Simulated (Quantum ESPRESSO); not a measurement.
# NiO: parallel and opposed starts, part 2 of 2

Does NiO prefer parallel or opposed moments?

Quantum ESPRESSO 7.5; PBE with U = 6 eV on Ni d (ortho-atomic projectors); plane waves with GBRV 1.5 PBE potentials, no spin-orbit coupling.

So far, absolute magnetization (μB): step 2 (run 1, typed as ferro +) 2.01.

### 3. Run 2, typed as antiferro q=(0,1/2,1/2) +−

The cell is doubled to 4 atoms to hold this order. The wavevector q is in fractions of the reciprocal vectors of the crystal's primitive cell, as the cells of these inputs are built from it; moments change sign between cells as cos(2π q·R).

pw.in

```
&CONTROL
  calculation = 'scf'
  prefix = 'pwscf'
  outdir = './tmp'
  pseudo_dir = './pseudo'
  disk_io = 'nowf'
  tprnfor = .true.
  tstress = .true.
/
&SYSTEM
  ibrav = 0
  celldm(1) = 8
  nat = 4
  ntyp = 3
  ecutwfc = 40
  ecutrho = 280
  nbnd = 33
  occupations = 'smearing'
  smearing = 'fd'
  degauss = 0.00734986
  nspin = 2
  starting_magnetization(1) = 0.1111
  starting_magnetization(2) = -0.1111
  starting_magnetization(3) = 0
/
&ELECTRONS
  conv_thr = 8d-09
  electron_maxstep = 150
  mixing_beta = 0.3
/
ATOMIC_SPECIES
Ni1    58.6934 ni_pbe_v1.4.uspp.F.UPF
Ni2    58.6934 ni_pbe_v1.4.uspp.F.UPF
O      15.9990 o_pbe_v1.2.uspp.F.UPF
CELL_PARAMETERS alat
   0.0000000000000    0.4927228531442    0.4927228531442
   0.9854457062883    0.0000000000000    0.9854457062883
   0.9854457062883    0.4927228531442    0.4927228531442
ATOMIC_POSITIONS crystal
Ni1     0.0000000000    0.0000000000    0.0000000000
Ni2     0.0000000000    0.5000000000    0.0000000000
O       0.5000000000    0.0000000000    0.5000000000
O       0.5000000000    0.5000000000    0.5000000000
K_POINTS automatic
12 6 12 0 0 0
HUBBARD {ortho-atomic}
U Ni1-3d 6.0000
U Ni2-3d 6.0000
```

The run is started by

```sh
> OMP_NUM_THREADS=1 mpirun -n 2 pw.x -nk 2 -in pw.in > pw.out
```

What it wrote:

```text
[banner, memory and clock lines left out]
Program PWSCF v.7.5 starts

     Message from routine setup:
     using ibrav=0 with symmetry is DISCOURAGED, use correct ibrav instead

     bravais-lattice index     =            0
     lattice parameter (alat)  =       8.0000  a.u.
     unit-cell volume          =     244.9842 (a.u.)^3
     number of atoms/cell      =            4
     number of atomic types    =            3
     number of electrons       =        48.00
     number of Kohn-Sham states=           33
     kinetic-energy cutoff     =      40.0000  Ry
     charge density cutoff     =     280.0000  Ry
     scf convergence threshold =      8.0E-09
     mixing beta               =       0.3000
     number of iterations used =            8  plain     mixing
     Exchange-correlation= SLA  PW   PBE  PBE
                           (   1   4   3   4   0   0   0)
     Hubbard projectors: ortho-atomic
     Hubbard parameters of DFT+U (Dudarev formulation) in eV:
     U(Ni1-3d) =  6.0000
     U(Ni2-3d) =  6.0000

     Internal variables: lda_plus_u =T, lda_plus_u_kind = 0

     Internal variables: orbital_resolved =F, hub_pot_fix =F, apply_U = F

     celldm(1)=   8.000000  celldm(2)=   0.000000  celldm(3)=   0.000000
     celldm(4)=   0.000000  celldm(5)=   0.000000  celldm(6)=   0.000000

     crystal axes: (cart. coord. in units of alat)
               a(1) = (   0.000000   0.492723   0.492723 )
               a(2) = (   0.985446   0.000000   0.985446 )
               a(3) = (   0.985446   0.492723   0.492723 )

     reciprocal axes: (cart. coord. in units 2 pi/alat)
               b(1) = ( -1.014769  1.014769  1.014769 )
               b(2) = ( -0.000000 -1.014769  1.014769 )
               b(3) = (  1.014769  1.014769 -1.014769 )

     PseudoPot. # 1 for Ni read from file:
     ni_pbe_v1.4.uspp.F.UPF
     Pseudo is Ultrasoft + core correction, Zval = 18.0

     PseudoPot. # 2 for Ni read from file:
     ni_pbe_v1.4.uspp.F.UPF
     Pseudo is Ultrasoft + core correction, Zval = 18.0

     PseudoPot. # 3 for O  read from file:
     o_pbe_v1.2.uspp.F.UPF
     Pseudo is Ultrasoft + core correction, Zval =  6.0

     atomic species   valence    mass     pseudopotential
     Ni1              18.00    58.69340     Ni( 1.00)
     Ni2              18.00    58.69340     Ni( 1.00)
     O                 6.00    15.99900     O ( 1.00)

     Starting magnetic structure
     atomic species   magnetization
     Ni1             0.111
     Ni2            -0.111
     O               0.000

     16 Sym. Ops., with inversion, found

   Cartesian axes

     site n.     atom                  positions (alat units)
         1        Ni1    tau(   1) = (   0.0000000   0.0000000   0.0000000  )
         2        Ni2    tau(   2) = (   0.4927229   0.0000000   0.4927229  )
         3        O      tau(   3) = (   0.4927229   0.4927229   0.4927229  )
         4        O      tau(   4) = (   0.9854457   0.4927229   0.9854457  )

     number of k points=   100  Fermi-Dirac smearing, width (Ry)=  0.0073

     Number of k-points >= 100: set verbosity='high' to print them.

     Dense  grid:    19361 G-vectors     FFT dimensions: (  30,  60,  54)

     Smooth grid:     8463 G-vectors     FFT dimensions: (  24,  45,  40)

     Check: negative core charge=   -0.000015
     Generating pointlists ...
     new r_m :   0.2032 (alat units)  1.6260 (a.u.) for type    1
     new r_m :   0.2032 (alat units)  1.6260 (a.u.) for type    2
     new r_m :   0.2032 (alat units)  1.6260 (a.u.) for type    3

     Initial potential from superposition of free atoms

     starting charge      44.0000, renormalised to      48.0000

     STARTING HUBBARD OCCUPATIONS:

     =================== HUBBARD OCCUPATIONS ===================
     ------------------------ ATOM    1 ------------------------
     Tr[ns(  1)] (up, down, total) =   5.00000  3.00000  8.00000
     Atomic magnetic moment for atom   1 =   2.00000
     [... lines left out ...]
     ------------------------ ATOM    2 ------------------------
     Tr[ns(  2)] (up, down, total) =   3.00000  5.00000  8.00000
     Atomic magnetic moment for atom   2 =  -2.00000
     [... lines left out ...]
     Number of occupied Hubbard levels =   16.0000

     Atomic wfc used for Hubbard projectors are orthogonalized

     Starting wfcs are   34 randomized atomic wfcs

     Self-consistent Calculation

     iteration #  1     ecut=    40.00 Ry     beta= 0.30
     Davidson diagonalization with overlap
     ethr =  1.00E-02,  avg # of iterations =  3.6

     =================== HUBBARD OCCUPATIONS ===================
     ------------------------ ATOM    1 ------------------------
     Tr[ns(  1)] (up, down, total) =   3.29971  0.85336  4.15308
     Atomic magnetic moment for atom   1 =   2.44635
     [... lines left out ...]
     ------------------------ ATOM    2 ------------------------
     Tr[ns(  2)] (up, down, total) =   0.85356  3.29998  4.15354
     Atomic magnetic moment for atom   2 =  -2.44641
     [... lines left out ...]
     Number of occupied Hubbard levels =    8.3066

     total energy              =    -735.55454786 Ry
     estimated scf accuracy    <      53.85823075 Ry

     total magnetization       =     0.00 Bohr mag/cell
     absolute magnetization    =     5.27 Bohr mag/cell

     iteration #  2     ecut=    40.00 Ry     beta= 0.30
     Davidson diagonalization with overlap
     ethr =  1.00E-02,  avg # of iterations =  3.0

     total energy              =    -747.65629787 Ry
     estimated scf accuracy    <      21.39612597 Ry

     total magnetization       =    -0.00 Bohr mag/cell
     absolute magnetization    =     0.31 Bohr mag/cell

     [... further iterations left out ...]

     iteration # 12     ecut=    40.00 Ry     beta= 0.30
     Davidson diagonalization with overlap
     ethr =  1.71E-10,  avg # of iterations =  1.6

     total energy              =    -750.83280988 Ry
     estimated scf accuracy    <       0.00000003 Ry

     total magnetization       =    -0.00 Bohr mag/cell
     absolute magnetization    =     3.82 Bohr mag/cell

     iteration # 13     ecut=    40.00 Ry     beta= 0.30
     Davidson diagonalization with overlap
     ethr =  5.72E-11,  avg # of iterations =  2.0

     Magnetic moment per site  (integrated on atomic sphere of radius R)
     atom   1 (R=0.203)  charge= 15.6046  magn=  1.7375
     atom   2 (R=0.203)  charge= 15.6046  magn= -1.7375
     atom   3 (R=0.203)  charge=  5.7408  magn= -0.0712
     atom   4 (R=0.203)  charge=  5.7408  magn=  0.0712

     End of self-consistent calculation

     =================== HUBBARD OCCUPATIONS ===================
     ------------------------ ATOM    1 ------------------------
     Tr[ns(  1)] (up, down, total) =   4.97562  3.21867  8.19429
     Atomic magnetic moment for atom   1 =   1.75695
     [... lines left out ...]
     ------------------------ ATOM    2 ------------------------
     Tr[ns(  2)] (up, down, total) =   3.21867  4.97562  8.19429
     Atomic magnetic moment for atom   2 =  -1.75695
     [... lines left out ...]
     Number of occupied Hubbard levels =   16.3886

     Number of k-points >= 100: set verbosity='high' to print the bands.

     the Fermi energy is    14.8983 ev

!    total energy              =    -750.83281335 Ry
     estimated scf accuracy    <          4.6E-09 Ry
     smearing contrib. (-TS)   =      -0.00000018 Ry
     internal energy E=F+TS    =    -750.83281317 Ry

     The total energy is F=E-TS. E is the sum of the following terms:
     one-electron contribution =    -431.70444124 Ry
     hartree contribution      =     245.12938617 Ry
     xc contribution           =     -85.93023936 Ry
     ewald contribution        =    -478.44661501 Ry
     Hubbard energy            =       0.11909627 Ry

     total magnetization       =    -0.00 Bohr mag/cell
     absolute magnetization    =     3.82 Bohr mag/cell

     convergence has been achieved in  13 iterations

     Forces acting on atoms (cartesian axes, Ry/au):

     atom    1 type  1   force =     0.00000000   -0.00000000    0.00000000
     atom    2 type  2   force =     0.00000000   -0.00000000   -0.00000000
     atom    3 type  3   force =    -0.00000000   -0.00000000    0.00000000
     atom    4 type  3   force =     0.00000000    0.00000000   -0.00000000

     Total force =     0.000000     Total SCF correction =     0.000000

     Computing stress (Cartesian axis) and pressure

          total   stress  (Ry/bohr**3)                   (kbar)     P=      115.12
   0.00077830   0.00000000  -0.00000000          114.49        0.00       -0.00
   0.00000000   0.00078475  -0.00000000            0.00      115.44       -0.00
  -0.00000000  -0.00000000   0.00078475           -0.00       -0.00      115.44
```

Run time: 2.4 min. Hardware: 2 MPI ranks of Arm Neoverse V1, shared host; peak memory 0.33 GiB; 4.7 min of CPU time.

Spin moment in the atom's sphere by atom:

```
atom  spin moment in the atom's sphere (μB)
 Ni1                                   1.74
 Ni2                                  -1.74
  O3                                  -0.07
  O4                                   0.07
```

This step gave:

```
smearing term TS       : 2.41e-6 eV
pressure               : 11.51 GPa
magnetization          : 0 μB
absolute magnetization : 3.822 μB
final state            : antiferromagnetic
```

Spin density in the ac plane of the conventional cell at fractional y = 0.000, with atoms of Ni and O within 0.2 Å of it.

Ten even steps from '0' (-5.4 e/Å³) to '9' (5.4 e/Å³), each cell a mean:
```
96555544555557
65555444455555
55555444445555
55544444444555
55544444444455
55444431444445
54444300144444
54444420344445
55444443444455
55544444444455
55554444445555
55555444445555
85555544455556
98555554555569
```
Columns run along a (4.2 Å), rows up along c (4.2 Å), edges of the conventional cell, whose origin can differ from the input's. Atoms in or near the plane, at fractional coordinates: Ni at (0.00, 0.00), Ni at (0.50, 0.50), O at (0.50, 0.00), O at (0.00, 0.50).

Valence density in the ac plane of the conventional cell at fractional y = 0.000, with atoms of Ni and O within 0.2 Å of it. It is the smooth field of the valence electrons, not physical close to the nuclei.

Ten steps, logarithmic in the rise over the least value, from '_' (0 e/Å³) to '@' (39 e/Å³), each cell a mean:
```
@@##--....--++**++::....++@@
**==::__..::--==--..__..--++
::..______....::..______....
....________....__________..
--::..____::--==--..____..::
++==::....==##%%**--__..--++
**++--..::**@@@@%%==..::==**
**++::....++@@@@##--....--++
==--..__..--++**==::__..::--
::..______....::..______....
..__________......________..
==--..____..::--::..____::--
%%**--__..--++++==::....==##
@@%%==..::==****++--..::**@@
```
Columns run along a (4.2 Å), rows up along c (4.2 Å), edges of the conventional cell, whose origin can differ from the input's. Atoms in or near the plane, at fractional coordinates: Ni at (0.00, 0.00), Ni at (0.50, 0.50), O at (0.50, 0.00), O at (0.00, 0.50).

### 4. Run 3, typed as antiferro q=(0,0,1/2) +−

This order needs a doubled cell of 4 atoms.

Changes to pw.in since step 3:

```diff
@@ -36,11 +36,11 @@
    0.0000000000000    0.4927228531442    0.4927228531442
-   0.9854457062883    0.0000000000000    0.9854457062883
-   0.9854457062883    0.4927228531442    0.4927228531442
+   0.4927228531442    0.0000000000000    0.4927228531442
+   0.9854457062883    0.9854457062883    0.0000000000000
 ATOMIC_POSITIONS crystal
 Ni1     0.0000000000    0.0000000000    0.0000000000
-Ni2     0.0000000000    0.5000000000    0.0000000000
-O       0.5000000000    0.0000000000    0.5000000000
-O       0.5000000000    0.5000000000    0.5000000000
+Ni2     0.0000000000    0.0000000000    0.5000000000
+O       0.5000000000    0.5000000000    0.2500000000
+O       0.5000000000    0.5000000000    0.7500000000
 K_POINTS automatic
-12 6 12 0 0 0
+12 12 6 0 0 0
 HUBBARD {ortho-atomic}
```

What it wrote:

```text
     [... lines left out ...]
Program PWSCF v.7.5 starts
     [... lines left out ...]
     number of atoms/cell      =            4
     [... lines left out ...]
     number of electrons       =        48.00
     number of Kohn-Sham states=           33
     kinetic-energy cutoff     =      40.0000  Ry
     charge density cutoff     =     280.0000  Ry
     scf convergence threshold =      8.0E-09
     [... lines left out ...]
     12 Sym. Ops., with inversion, found
     [... lines left out ...]
     number of k points=    98  Fermi-Dirac smearing, width (Ry)=  0.0073
     [... lines left out ...]
     iteration # 16     ecut=    40.00 Ry     beta= 0.30
     [... lines left out ...]
     Magnetic moment per site  (integrated on atomic sphere of radius R)
     atom   1 (R=0.203)  charge= 15.6211  magn=  1.6741
     atom   2 (R=0.203)  charge= 15.6211  magn= -1.6741
     atom   3 (R=0.203)  charge=  5.7282  magn=  0.0000
     atom   4 (R=0.203)  charge=  5.7282  magn=  0.0000
     [... lines left out ...]
     Tr[ns(  1)] (up, down, total) =   4.96849  3.26299  8.23148
     [... lines left out ...]
     Tr[ns(  2)] (up, down, total) =   3.26299  4.96849  8.23148
     [... lines left out ...]
     the Fermi energy is    14.6124 ev
!    total energy              =    -750.84976296 Ry
     estimated scf accuracy    <          2.7E-09 Ry
     smearing contrib. (-TS)   =      -0.00000000 Ry
     [... lines left out ...]
     total magnetization       =    -0.00 Bohr mag/cell
     absolute magnetization    =     3.62 Bohr mag/cell
     convergence has been achieved in  16 iterations
     [... lines left out ...]
     Total force =     0.000000     Total SCF correction =     0.000001
     [... lines left out ...]
          total   stress  (Ry/bohr**3)                   (kbar)     P=       87.52
     [... lines left out ...]
```

The job ended after 2 min (2 MPI ranks; peak memory 0.32 GiB).

Spin moment in the atom's sphere by atom:

```csv
atom,spin moment in the atom's sphere (μB)
Ni1,1.67
Ni2,-1.67
O3,0.00
O4,0.00
```

This step gave:

| Property | Result |
| --- | --- |
| smearing term TS | 1.18e-8 eV |
| pressure | 8.752 GPa |
| magnetization | 0 μB |
| absolute magnetization | 3.617 μB |
| final state | antiferromagnetic |

### 5. Energies of the orders

An order is kept where moments of 0.15 μB or more survive with the typed signs; meshes match where a doubled cell samples the same k points as the first cell.

Orders:

| start | final state | typed order kept | energy over the lowest (meV a seeded atom) | largest site moment (μB) | net moment (μB a cell of the first run) | mesh matched | CPU time (s) |
| --- | --- | --- | --- | --- | --- | --- | --- |
| ferro + | ferromagnetic | yes | 104.4 | 1.73 | 2 | yes | 37.98 |
| antiferro q=(0,1/2,1/2) +- | antiferromagnetic | yes | 115.3 | 1.738 | 0 | yes | 284.3 |
| antiferro q=(0,0,1/2) +- | antiferromagnetic | yes | 0 | 1.674 | 0 | yes | 244.3 |

### 6. A Heisenberg model

E = −Σ J e·e over ordered pairs of unit vectors, so each pair counts twice. As many shells are taken as there are differences of energy, so the couplings are solved for and no residual tests the model; further shells are folded in, and shells whose pairs keep their relative signs in all orders cancel and are not probed. Couplings from the energies:

```csv
pair,distance (Å),neighbours an atom,J (meV)
Ni-Ni,2.95,12,0.6798
Ni-Ni,4.172,6,-9.382
```

### 7. Occupations of the corrected shells in the lowest state

Occupations of the Hubbard shells:

```
block  type  shell  spin  electrons             occupation numbers
    1   Ni1     3d    up      4.968  0.994 0.994 0.994 0.994 0.994
    1   Ni1     3d  down      3.263  0.147 0.147 0.990 0.990 0.990
    2   Ni2     3d    up      3.263  0.147 0.147 0.990 0.990 0.990
    2   Ni2     3d  down      4.968  0.994 0.994 0.994 0.994 0.994
```

### 8. Results

```yaml
lowest_state_found: antiferromagnetic (from antiferro q=(0,0,1/2) +-)
largest_site_moment: 1.67 μB
next_state_with_moments: ferromagnetic, 104 meV a seeded atom higher
j_of_the_weightiest_shell: -9.38 meV
```

What this shows: The largest moment changes by 3.6 % between the kept orders, as for well localised moments. Only these 3 starts were compared; other wavevectors, canted and longer-period orders were not. Energies are free energies at an electronic temperature of 1160 K, which lowers moments and differences where the moments are itinerant.

[Logs and program files are shortened in this print: banners, set-up blocks, solver, clock and traceback lines can be left out without a mark of their own.]

[Logs are printed without paths, hosts, clocks, repeated set-up lines and the standing remarks that a program may print on its own settings, such as how far it seeks lower states.]

[Hosts, paths, dates, database ids (printed as entryN), source tags and the programs' standing remarks are cut or masked in the printed files.]

[Where a cell is said to come from a database of computed structures, the database is the Materials Project.]
